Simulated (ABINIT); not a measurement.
## Quasiparticle gap of GaP (F-43m) in ABINIT

Wanted: ground state, empty states, screening and self-energy for GaP (F-43m).

Calculated with ABINIT 10.8.3; PBE and many-body steps on it, plane waves.

**What was measured.**

- Gap 2.25 ± 0.04 eV: optical gap from Tauc plot (fundamental, indirect); spectroscopic ellipsometry, Tauc-Lorentz fit and Tauc plot; 300 K; film (GaP layer on Si reference sample) on Si (“Assessment of GaPSb/Si tandem material association properties for photoelectrochemical cells”, 2020, arxiv:2002.02774).

Most raw output is cut from this account.

## 1. The starting structure

Symmetry: F-43m, No. 216, cubic system. Conventional cell: a = 5.450 Å, b = 5.450 Å, c = 5.450 Å, α = 90.00°, β = 90.00°, γ = 90.00°. Nearest to Ga lie 4 P at 2.36 Å. Nearest to P lie 4 Ga at 2.36 Å. Farther neighbours are not listed.

The cell and positions come from the Crystallography Open Database and are kept as given unless a step says otherwise.

## 2. Ground state

This step: ABINIT 10.8.3; DFT, PBE, plane waves, norm-conserving pseudopotentials.

The ground-state density comes first.

The input, run.abi:

```
acell 3*1.0 Angstrom
rprim 
  0.000000000000 2.725250000000 2.725250000000
  2.725250000000 0.000000000000 2.725250000000
  2.725250000000 2.725250000000 0.000000000000
ntypat 2
znucl 31 15
natom 2
typat 1 2
xred 
  0.000000000000 0.000000000000 0.000000000000
  0.250000000000 0.250000000000 0.250000000000
pp_dirpath "pseudos"
pseudos "Ga.upf, P.upf"
ecut 45
ngkpt 6 6 6
nshiftk 1
shiftk 0 0 0
kptopt 1
chksymbreak 0
nband 18
occopt 1
tolvrs 1e-10
nstep 60
prtwf 0
optforces 0
optstress 0
indata_prefix "in"
outdata_prefix "out"
tmpdata_prefix "tmp"
```

Launch:

```console
OMP_NUM_THREADS=1 mpirun -n 4 abinit run.abi > log
```

Elapsed: 13 s, on 4 MPI ranks of Arm Neoverse V2, shared host; peak memory 0.33 GiB; 51 s of CPU time.

Numbers from this step:

```yaml
total_energy: -6946.1481 eV
gap: 1.653 eV
k_of_the_valence_top: 0, 0, 0
k_of_the_conduction_bottom: 0.5, 0.5, 0
least_direct_gap: 1.809 eV
```

The gap is indirect, with the least direct gap 0.16 eV higher.

## 3. Bands along the symmetry lines

The cheap functional maps the bands first; the places of the edges decide which points the dearer methods must see.

The input, run.abi:

```
acell 3*1.0 Angstrom
rprim 
  0.000000000000 2.725250000000 2.725250000000
  2.725250000000 0.000000000000 2.725250000000
  2.725250000000 2.725250000000 0.000000000000
ntypat 2
znucl 31 15
natom 2
typat 1 2
xred 
  0.000000000000 0.000000000000 0.000000000000
  0.250000000000 0.250000000000 0.250000000000
pp_dirpath "pseudos"
pseudos "Ga.upf, P.upf"
ecut 45
iscf -2
irdden 1
kptopt 0
nkpt 50
kpt 
  0.00000000 0.00000000 0.00000000
  -0.06250000 -0.06250000 0.00000000
  -0.12500000 -0.12500000 0.00000000
  -0.18750000 -0.18750000 0.00000000
  -0.25000000 -0.25000000 0.00000000
  -0.31250000 -0.31250000 0.00000000
  -0.37500000 -0.37500000 0.00000000
  -0.43750000 -0.43750000 0.00000000
  -0.50000000 -0.50000000 0.00000000
  -0.48437500 -0.48437500 0.03125000
  -0.46875000 -0.46875000 0.06250000
  -0.45312500 -0.45312500 0.09375000
  -0.43750000 -0.43750000 0.12500000
  -0.42187500 -0.42187500 0.15625000
  -0.40625000 -0.40625000 0.18750000
  -0.39062500 -0.39062500 0.21875000
  -0.37500000 -0.37500000 0.25000000
  -0.37500000 0.00000000 0.37500000
  -0.32812500 0.00000000 0.32812500
  -0.28125000 0.00000000 0.28125000
  -0.23437500 0.00000000 0.23437500
  -0.18750000 0.00000000 0.18750000
  -0.14062500 0.00000000 0.14062500
  -0.09375000 0.00000000 0.09375000
  -0.04687500 0.00000000 0.04687500
  0.00000000 0.00000000 0.00000000
  0.00000000 0.00000000 0.06250000
  0.00000000 0.00000000 0.12500000
  0.00000000 0.00000000 0.18750000
  0.00000000 0.00000000 0.25000000
  0.00000000 0.00000000 0.31250000
  0.00000000 0.00000000 0.37500000
  0.00000000 0.00000000 0.43750000
  -0.00000000 -0.00000000 0.50000000
  -0.06250000 -0.03125000 0.46875000
  -0.12500000 -0.06250000 0.43750000
  -0.18750000 -0.09375000 0.40625000
  -0.25000000 -0.12500000 0.37500000
  -0.31250000 -0.15625000 0.34375000
  -0.37500000 -0.18750000 0.31250000
  -0.43750000 -0.21875000 0.28125000
  -0.50000000 -0.25000000 0.25000000
  -0.50000000 -0.28125000 0.21875000
  -0.50000000 -0.31250000 0.18750000
  -0.50000000 -0.34375000 0.15625000
  -0.50000000 -0.37500000 0.12500000
  -0.50000000 -0.40625000 0.09375000
  -0.50000000 -0.43750000 0.06250000
  -0.50000000 -0.46875000 0.03125000
  -0.50000000 -0.50000000 0.00000000
istwfk *1
nband 20
nbdbuf 2
tolwfr 1e-08
nstep 40
prtwf 0
prtvol 0
indata_prefix "in"
outdata_prefix "out"
tmpdata_prefix "tmp"
```

Elapsed: 18 s, on 4 MPI ranks; peak memory 0.32 GiB; 70 s of CPU time.

Numbers from this step:

* gap: 1.592 eV
* k of the valence top: 0, 0, 0
* k of the conduction bottom: -0.4375, -0.4375, 0
* least direct gap: 1.809 eV

The gap is 1.592 eV, −0.061 eV from the run before at this level.

Electronic bands along the path, in eV, zero at the top of the highest filled band:

| point | band 10 | band 11 | band 12 | band 13 | band 14 | band 15 | band 16 | band 17 |
| --- | --- | --- | --- | --- | --- | --- | --- | --- |
| Γ | -12.50 | 0.00 | 0.00 | 0.00 | 1.81 | 3.88 | 3.88 | 3.88 |
| halfway | -11.46 | -3.68 | -1.68 | -1.68 | 2.18 | 3.72 | 6.74 | 6.74 |
| X | -9.53 | -6.76 | -2.68 | -2.68 | 1.65 | 1.82 | 10.57 | 10.57 |
| halfway | -9.51 | -6.71 | -3.24 | -2.57 | 1.84 | 2.75 | 9.51 | 9.66 |
| U | -9.57 | -6.55 | -3.94 | -2.26 | 2.19 | 4.80 | 8.23 | 8.25 |
| jump to K | -9.57 | -6.55 | -3.94 | -2.26 | 2.19 | 4.80 | 8.23 | 8.25 |
| halfway | -11.36 | -4.25 | -2.45 | -0.67 | 3.28 | 4.99 | 5.00 | 5.86 |
| Γ | -12.50 | 0.00 | 0.00 | 0.00 | 1.81 | 3.88 | 3.88 | 3.88 |
| halfway | -11.72 | -3.88 | -0.66 | -0.66 | 2.15 | 4.74 | 4.74 | 6.34 |
| L | -10.43 | -6.64 | -1.12 | -1.12 | 1.66 | 4.72 | 4.72 | 8.28 |
| halfway | -10.03 | -6.42 | -3.20 | -1.94 | 3.45 | 4.30 | 6.45 | 7.91 |
| W | -9.44 | -6.56 | -3.58 | -3.42 | 4.70 | 4.86 | 6.10 | 6.15 |
| halfway | -9.49 | -6.67 | -3.17 | -3.09 | 2.77 | 2.94 | 8.49 | 8.58 |
| X | -9.53 | -6.76 | -2.68 | -2.68 | 1.65 | 1.82 | 10.57 | 10.57 |

## 4. Empty states on the mesh, 4×4×4 mesh, 112 bands

The sums over transitions need many empty states on a uniform mesh; this step solves for them.

The input, run.abi:

```
acell 3*1.0 Angstrom
rprim 
  0.000000000000 2.725250000000 2.725250000000
  2.725250000000 0.000000000000 2.725250000000
  2.725250000000 2.725250000000 0.000000000000
ntypat 2
znucl 31 15
natom 2
typat 1 2
xred 
  0.000000000000 0.000000000000 0.000000000000
  0.250000000000 0.250000000000 0.250000000000
pp_dirpath "pseudos"
pseudos "Ga.upf, P.upf"
ecut 45
ngkpt 4 4 4
nshiftk 1
shiftk 0 0 0
kptopt 1
chksymbreak 0
irdden 1
istwfk *1
nband 112
prtvol 0
optdriver 6
gwr_task "HDIAGO"
paral_kgb 0
occopt 1
indata_prefix "in"
outdata_prefix "out"
tmpdata_prefix "tmp"
```

Wall time 74 s (4 MPI ranks); peak memory 3.6 GiB.

Numbers from this step:

```yaml
gap: 1.652 eV
k_of_the_valence_top: 0, 0, 0
k_of_the_conduction_bottom: 0.5, 0.5, 0
least_direct_gap: 1.809 eV
k_points_computed: 8
lowest_point_of_the_top_converged_band_above_the_valence_top: 88.6883 eV
```

On this mesh the gap is 1.652 eV.

## 5. Screening, 4×4×4 mesh, 104 bands, screening to 163.3 eV

The RPA dielectric matrix is built and inverted for each q.

This step: RPA screening on PBE, plane waves, norm-conserving pseudopotentials.

run.abi, as its differences from that of step 4:

```diff
@@ -20,10 +20,11 @@
 chksymbreak 0
-irdden 1
 istwfk *1
-nband 112
-prtvol 0
-optdriver 6
-gwr_task "HDIAGO"
-paral_kgb 0
 occopt 1
+irdwfk 1
+optdriver 3
+nband 104
+ecuteps 6
+inclvkb 2
+awtr 1
+symchi 1
 indata_prefix "in"
```

Wall time 24 s (4 MPI ranks); peak memory 0.88 GiB.

This step gave:

```yaml
eps_infinity_with_local_fields_on_this_mesh_along_the_program_s_q_direction: 18.13
the_same_without_local_fields: 19.72
plasma_frequency: 29.76 eV
plane_waves_in_the_screening_matrix: 181
```

Local fields lower ε∞ by 8 %. On a Γ-centred mesh this coarse the value itself is usually too large, while a short band sum pulls it down.

## 6. Self-energy, 4×4×4 mesh, 104 bands, screening to 163.3 eV

The self-energy is evaluated for the states that the input lists, and the levels follow from it, in one-shot runs by the linearised quasiparticle equation.

This step: G0W0 on PBE, plane waves, norm-conserving pseudopotentials.

run.abi, as its differences from that of step 5:

```diff
@@ -23,8 +23,17 @@
 irdwfk 1
-optdriver 3
+optdriver 4
 nband 104
+gwcalctyp 0
+ecutsigx 45
+symsigma 1
+nkptgw 2
+kptgw 
+  0.0000000000 0.0000000000 0.0000000000
+  0.5000000000 0.5000000000 0.0000000000
+bdgw 
+  11 17
+  12 15
 ecuteps 6
-inclvkb 2
-awtr 1
-symchi 1
+irdscr 1
+ppmodel 1
 indata_prefix "in"
```

Elapsed: 6.9 s, on 4 MPI ranks; peak memory 0.8 GiB.

Numbers from this step:

| Property | Result |
| --- | --- |
| G0W0 gap on the points computed | 2.217 eV |
| starting gap on the mesh | 1.652 eV |
| k of the valence top | 0, 0, 0 |
| k of the conduction bottom | 0.5, 0.5, 0 |
| Z at the valence top | 0.784 |
| Z at the conduction bottom | 0.808 |
| least direct G0W0 gap on the computed points | 2.671 eV |

The gap on the mesh goes from 1.65 eV to 2.22 eV, a correction of +0.56 eV.

Limits: finite bands, cutoff and mesh; no spin-orbit coupling; coarse k mesh. v1 is the top filled band, c1 the lowest empty one. The levels before and after the correction (eV, zero at the valence-band top of each column):

|  | conduction bottom | valence top |
| --- | --- | --- |
| Kohn-Sham | 1.65 | 0.00 |
| G0W0 | 2.22 | 0.00 |

|  | level | energy (eV) |
| --- | --- | --- |
| Kohn-Sham | Γ v3-v1 | 0.000 |
| Kohn-Sham | Γ c1 | 1.809 |
| Kohn-Sham | Γ c2-c4 | 3.885 |
| Kohn-Sham | (0.5 0.5 0) v2-v1 | -2.685 |
| Kohn-Sham | (0.5 0.5 0) c1 | 1.652 |
| Kohn-Sham | (0.5 0.5 0) c2 | 1.820 |
| G0W0 | Γ v3-v1 | 0.000 |
| G0W0 | Γ c1 | 2.671 |
| G0W0 | Γ c2-c4 | 4.769 |
| G0W0 | (0.5 0.5 0) v2-v1 | -2.801 |
| G0W0 | (0.5 0.5 0) c1 | 2.217 |
| G0W0 | (0.5 0.5 0) c2 | 2.523 |

## 7. Where the time went

Times are wall times on 4 MPI ranks of Arm Neoverse V2, shared host, good to a factor of about two.

| step | time | share | memory (GiB) |
| --- | --- | --- | --- |
| ground state | 13 s | 10 % | 0.33 |
| bands along the symmetry lines | 18 s | 13 % | 0.32 |
| empty states on the mesh | 74 s | 55 % | 3.6 |
| screening | 24 s | 18 % | 0.88 |
| self-energy | 6.9 s | 5 % | 0.8 |

## 8. Results

```json
{
  "PBE gap": "1.59 eV, indirect",
  "G0W0 gap on the mesh": "2.22 eV",
  "G0W0 gap over the zone (rigid shift)": "2.16 eV",
  "GW settings": "4×4×4 mesh, 104 bands, screening to 163.3 eV, Godby-Needs plasmon pole",
  "known limits": "not at the basis limit; no spin-orbit coupling; coarse k mesh"
}
```

In words: G0W0 moves the gap on the mesh from 1.65 eV to 2.22 eV (+0.56 eV), with Z of 0.78 and 0.81 at the edges. The mesh misses the band edges by 0.06 eV in all; a rigid shift gives 2.16 eV for the zone. Local fields lower the RPA ε∞ on this mesh from 19.72 to 18.13; a Γ-centred mesh this coarse tends to raise both, most where the direct gap is narrow, while a short band sum lowers them. Only 2 of the mesh's irreducible points were corrected, so a valley elsewhere could overtake. The dearest step here is «empty states on the mesh». Against experiment, by G0W0@PBE: the gap of 2.16 eV lies −0.09 eV from the measured 2.25 ± 0.04 eV (indirect, 300 K, on Si, 2020). The calculation has static nuclei and no excitons; a measured gap holds zero-point and thermal motion, which mostly lowers it. Bands and cutoff are finite, so the gap is not at the basis limit. The miss can reach some tenths of an eV and take either sign; the mesh is an error of its own. In the G0W0 run levels were corrected at 2 k points alone, so a gap called «on the mesh» is the least over those, and an edge elsewhere would be missed. A denser mesh or path gives a starting gap of 1.59 eV: the GW mesh misses a band edge, so its gaps are not the fundamental one. The 4×4×4 mesh is coarse for this cell, which bears on the long-range parts of exchange and screening. The many-body steps are scalar-relativistic: spin-orbit coupling is not in them.

[Paths, hosts, dates, memory and timing lines, banners, echoed tables and standing remarks are left out of the program output.]

[Logs are printed without paths, hosts, clocks, repeated set-up lines and the standing remarks that a program may print on its own settings, such as how far it seeks lower states.]

[Runs of the session that timed out or met a known fault of the program may be left out.]

[Hosts, paths, dates, database ids (printed as entryN), source tags and the programs' standing remarks are cut or masked in the printed files.]

[G0W0 gaps are taken among the corrected bands and points alone; a level outside them can change the order at an edge.]

[Where Ansatz stands beside ABINIT at settings called matched, ABINIT's density can come from a denser mesh and the files from another edition; pairs whose starting gaps differed by over 0.03 eV were left out, so agreement reads better than it is.]
